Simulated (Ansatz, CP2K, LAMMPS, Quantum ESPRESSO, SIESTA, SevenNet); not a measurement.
**Structure and levels of amorphous 96SiO2-4P2O5 (mol %) (88 atoms) across programs**

What does relaxation change in amorphous 96SiO2-4P2O5 (mol %) (88 atoms), and how far do other programs agree with plane waves on the relaxed cell?

These are calculated values.

### 1. The cell

The cell holds 88 atoms (27 Si, 2 P and 59 O), with edges of 10.98, 10.98 and 10.98 Å. Recipe: 88 atoms (27 Si, 2 P, 59 O) placed at random at 2.21 g/cm³, melted at 5000 K for 10 ps at fixed volume with the Morse and Coulomb pair potential with partial charges (Pedone, Malavasi, Menziani, Cormack and Segre, J. Phys. Chem. B 110, 11780 (2006)). Quenched from 5000 K to 300 K at 50 K/ps and fixed volume, held 5 ps, then minimised at fixed cell. Then the atoms were relaxed with SevenNet l3i5 in the fixed cell. Then the atoms were relaxed with CP2K double zeta, PBE.

### 2. The relaxation

CP2K double zeta (DZVP-MOLOPT-SR, GTH, 480 Ry; k-points Γ) took 21 geometry steps and reached its thresholds. It started from the geometry that SevenNet l3i5 had relaxed.

Elapsed: 6.3 min, on 1 MPI rank of Arm Neoverse V1, shared host; peak memory 1.8 GiB.

|  | before | after |
| --- | --- | --- |
| energy (meV/atom) | 0 | -2.4 |
| Si-O bonds under 2.16 Å | 109 at 1.649 Å | 109 at 1.653 Å |
| O-P bonds under 2.02 Å | 8 at 1.556 Å | 8 at 1.563 Å |

Atoms moved by 0.03 Å r.m.s. and 0.06 Å at most, with the common shift taken off.

### 3. Local order after relaxation

Density 2.21 g/cm³, 15.03 Å³ an atom.

Pair distribution functions g(r), in bins of 0.2 Å:

| r (Å) | total | O-O | O-Si | O-P | Si-Si | Si-P | P-P |
| --- | --- | --- | --- | --- | --- | --- | --- |
| 1.40 | 0.06 | 0.00 | 0.00 | 2.05 | 0.00 | 0.00 | 0.00 |
| 1.60 | 5.42 | 0.00 | 12.27 | 12.49 | 0.00 | 0.00 | 0.00 |
| 1.80 | 0.40 | 0.00 | 0.97 | 0.00 | 0.00 | 0.00 | 0.00 |
| 2.00 | 0.00 | 0.00 | 0.00 | 0.00 | 0.00 | 0.00 | 0.00 |
| 2.20 | 0.00 | 0.00 | 0.00 | 0.00 | 0.00 | 0.00 | 0.00 |
| 2.40 | 0.13 | 0.30 | 0.00 | 0.00 | 0.00 | 0.00 | 0.00 |
| 2.60 | 2.13 | 4.75 | 0.00 | 0.00 | 0.00 | 0.00 | 0.00 |
| 2.80 | 1.23 | 2.59 | 0.13 | 0.00 | 0.17 | 0.00 | 0.00 |
| 3.00 | 0.66 | 0.58 | 0.03 | 0.94 | 2.97 | 5.32 | 0.00 |
| 3.20 | 0.73 | 0.33 | 0.39 | 0.00 | 4.25 | 1.97 | 0.00 |
| 3.40 | 0.54 | 0.23 | 0.92 | 1.57 | 0.13 | 0.00 | 0.00 |
| 3.60 | 0.72 | 0.65 | 1.03 | 0.00 | 0.00 | 0.00 | 0.00 |
| 3.80 | 0.90 | 0.67 | 1.27 | 1.88 | 0.00 | 1.31 | 0.00 |
| 4.00 | 1.26 | 0.60 | 2.00 | 3.38 | 0.54 | 0.58 | 15.85 |
| 4.20 | 1.36 | 0.91 | 1.96 | 1.53 | 0.98 | 1.12 | 0.00 |
| 4.40 | 0.96 | 0.86 | 1.11 | 0.69 | 0.81 | 1.04 | 0.00 |
| 4.60 | 0.98 | 1.19 | 0.72 | 0.83 | 1.08 | 1.37 | 0.00 |
| 4.80 | 1.00 | 1.22 | 0.72 | 0.77 | 1.45 | 0.00 | 0.00 |
| 5.00 | 1.18 | 1.64 | 0.74 | 0.18 | 1.28 | 0.77 | 0.00 |
| 5.20 | 1.19 | 1.62 | 0.83 | 0.33 | 0.91 | 1.79 | 0.00 |
| 5.40 | 0.91 | 0.89 | 0.87 | 0.46 | 1.24 | 1.67 | 0.00 |

Bonds by pair of elements; cutoffs follow the first minimum of g(r), held within bounds set by covalent radii, and pairs that aren't listed don't count as bonded:

| pair A-B | cutoff (Å) | bonds | mean length (Å) | spread (Å) | shortest (Å) | B about A | A about B |
| --- | --- | --- | --- | --- | --- | --- | --- |
| O-Si | 2.16 | 109 | 1.65 | 0.038 | 1.59 | 1.85 | 4.04 |
| O-P | 2.02 | 8 | 1.56 | 0.037 | 1.48 | 0.136 | 4 |

How many atoms have how many bonded neighbours:

| element | mean | 1 | 2 | 4 | 5 |
| --- | --- | --- | --- | --- | --- |
| O | 1.98 | 1 | 58 | 0 | 0 |
| P | 4 | 0 | 0 | 2 | 0 |
| Si | 4.04 | 0 | 0 | 26 | 1 |

Bond angles (no mean is given where the spread exceeds 20°):

| angle | count | mean (°) | spread (°) |
| --- | --- | --- | --- |
| O-Si-O | 166 | 109 | 8.2 |
| Si-O-Si | 51 | 146 | 12.4 |
| O-P-O | 12 | 109 | 3.9 |
| P-O-Si | 7 | 138 | 9.7 |

Oxygen atoms by the number of network formers (Si, P, Ge, B, Al, As, Ga) bound to them:

| network formers bound to O | O atoms | per cent |
| --- | --- | --- |
| 0 | 0 | 0 |
| 1 | 1 | 1.7 |
| 2 | 58 | 98.3 |

Network units: each former by its oxygen neighbours and how many of them bridge to another former:

| former | O neighbours | bridging O | atoms |
| --- | --- | --- | --- |
| Si | 4 | 4 | 26 |
| Si | 5 | 5 | 1 |
| P | 4 | 3 | 1 |
| P | 4 | 4 | 1 |

Bond length by coordination (bonds to H left out):

| element | coordination | atoms | mean bond length (Å) |
| --- | --- | --- | --- |
| O | 1 | 1 | 1.48 |
| O | 2 | 58 | 1.65 |
| Si | 4 | 26 | 1.65 |
| Si | 5 | 1 | 1.75 |

Rings of the network by King's shortest-path rule, up to 12 atoms, one path for each pair of neighbours; H, halogens, alkali and alkaline-earth atoms are left out:

| ring size (atoms) | rings | per network atom |
| --- | --- | --- |
| 6 | 2 | 0.023 |
| 8 | 3 | 0.034 |
| 10 | 13 | 0.148 |
| 12 | 18 | 0.205 |

Among the first-shell peaks of g(r) are those at about 2.7 Å (O-O), 1.6 Å (O-Si), 1.6 Å (O-P), 3.1 Å (Si-Si) and 3.1 Å (Si-P). Counting bonds as in the table, 98 % of O atoms have 2, all P atoms have 4 and 96 % of Si atoms have 4 bonded neighbours. The O-Si-O angle averages 109° with a spread of 8°. 98 % of the oxygens bridge two formers and 2 % are non-bridging. The commonest Si unit has 4 oxygens, 4 of them shared with other formers (26 of 27 atoms). Rings of 12 atoms are the most common (50 % of those counted); sizes run from 6 to 12, where the search stops.

### 4. The plane-wave reference

Quantum ESPRESSO 7.5: Kohn-Sham DFT, PBE, SSSP efficiency 1.3.0 pseudopotentials, plane waves. Its input for the relaxed cell:

```
&control
  calculation = 'scf'
  pseudo_dir = './pseudo'
  outdir = './tmp'
  disk_io = 'none'
  tprnfor = .true.
  tstress = .true.
/
&system
  ibrav = 0
  nat = 88
  ntyp = 3
  ecutwfc = 60
  ecutrho = 480
  nosym = .true.
  occupations = 'smearing'
  smearing = 'fd'
  degauss = 0.003675
/
&electrons
  conv_thr = 4.4e-07
  electron_maxstep = 100
  mixing_beta = 0.4
  mixing_mode = 'plain'
  diagonalization = 'david'
/
ATOMIC_SPECIES
Si 28.085 Si.upf
P 30.974 P.upf
O 15.999 O.upf
CELL_PARAMETERS angstrom
10.97690 0.00000 0.00000
0.00000 10.97690 0.00000
0.00000 0.00000 10.97690
ATOMIC_POSITIONS crystal
Si 0.44195 0.80728 0.36799
Si 0.66249 0.10236 0.49730
Si 0.92907 0.76538 0.75161
[... 83 atom lines left out ...]
O 0.86621 0.06012 0.96642
O 0.69282 0.74024 0.15268
K_POINTS gamma
```

It took 2 min on 8 MPI ranks of Arm Neoverse V1, shared host; peak memory 4.8 GiB; 16 min of CPU time.

### 5. Side by side

CPU times are from a shared host and are rough.

| level | basis or training data | k-points | own r.m.s. force (meV/Å) | difference from the reference (meV/Å) | pressure (GPa) | Kohn-Sham gap (eV) | CPU time | memory (GiB) |
| --- | --- | --- | --- | --- | --- | --- | --- | --- |
| QE, PBE | plane waves, SSSP efficiency, 60/480 Ry | Γ | 99 | - | -3.99 | 3.62 | 16 min | 4.8 |
| CP2K triple zeta, PBE | TZV2P-UZH, GTH, 600 Ry | Γ | 146 | 92 | -5.30 | 3.58 | 14 min | 5.4 |
| SIESTA DZP, PBE | DZP orbitals, shift 0.01 Ry, mesh 400 Ry | Γ | 154 | 175 | -1.57 | 3.66 | 4.4 min | 2.1 |
| SevenNet l3i5 | trained on PBE(+U) plane-wave data | - | 120 | 50 | -4.17 | - | 11 s | 1.4 |

The gap is the spacing of the highest filled and lowest empty Kohn-Sham level on the mesh; a dash marks partly filled levels, a spacing under 0.15 eV or a method without such levels.

### 6. What came out

Relaxation in the fixed cell lowers the energy by 2 meV/atom at its own level and moves atoms by up to 0.06 Å. The reference finds an r.m.s. force of 99 meV/Å there and a pressure of -3.99 GPa, at a geometry that CP2K double zeta made. Forces differ from the reference's by 50 meV/Å (SevenNet l3i5), 92 meV/Å (CP2K triple zeta, PBE) and 175 meV/Å (SIESTA DZP, PBE).

CP2K double zeta is at its own minimum here, so the reference's force is itself a measure of how the two differ. Pressures lie -0.2 GPa (SevenNet l3i5), -1.3 GPa (CP2K triple zeta, PBE) and +2.4 GPa (SIESTA DZP, PBE) from the reference's. The highest filled and lowest empty levels lie 3.62 eV apart in the reference, against 3.58 eV in CP2K triple zeta, PBE and 3.66 eV in SIESTA DZP, PBE. Counting bonds as in the table, 98 % of O atoms have 2, all P atoms have 4 and 96 % of Si atoms have 4 bonded neighbours. 98 % of the oxygens bridge two formers and 2 % are non-bridging.

Caveats: The density was set by the recipe and held. One sample of a disordered cell; defect or tail levels can set the gap. Gaps are read on the mesh, which holds the band edges only if they fold onto it, and semilocal functionals tend to put them under measured ones. The quench rate of 50 K/ps is many orders above laboratory rates, so the cell is likely richer in defects and strain than a real sample. The reference samples only Γ, in a cell whose shortest periodic width is 11 Å. The plane-wave runs aren't exact: their cutoffs and mesh weren't converged further here. SIESTA's automatically made basis is far from complete, and its potentials were converted by us (checked for H, C, O, Si, Ge and Ca alone). Where levels are smeared, the DFT runs use Fermi–Dirac occupations at 580 K (0.05 eV), and energies are free energies.

[Long decimals in the printed logs are rounded to 6 places.]

[Logs are printed without paths, hosts, clocks, repeated set-up lines and the standing remarks that a program may print on its own settings, such as how far it seeks lower states.]

[Hosts, paths, dates, database ids (printed as entryN), source tags and the programs' standing remarks are cut or masked in the printed files.]
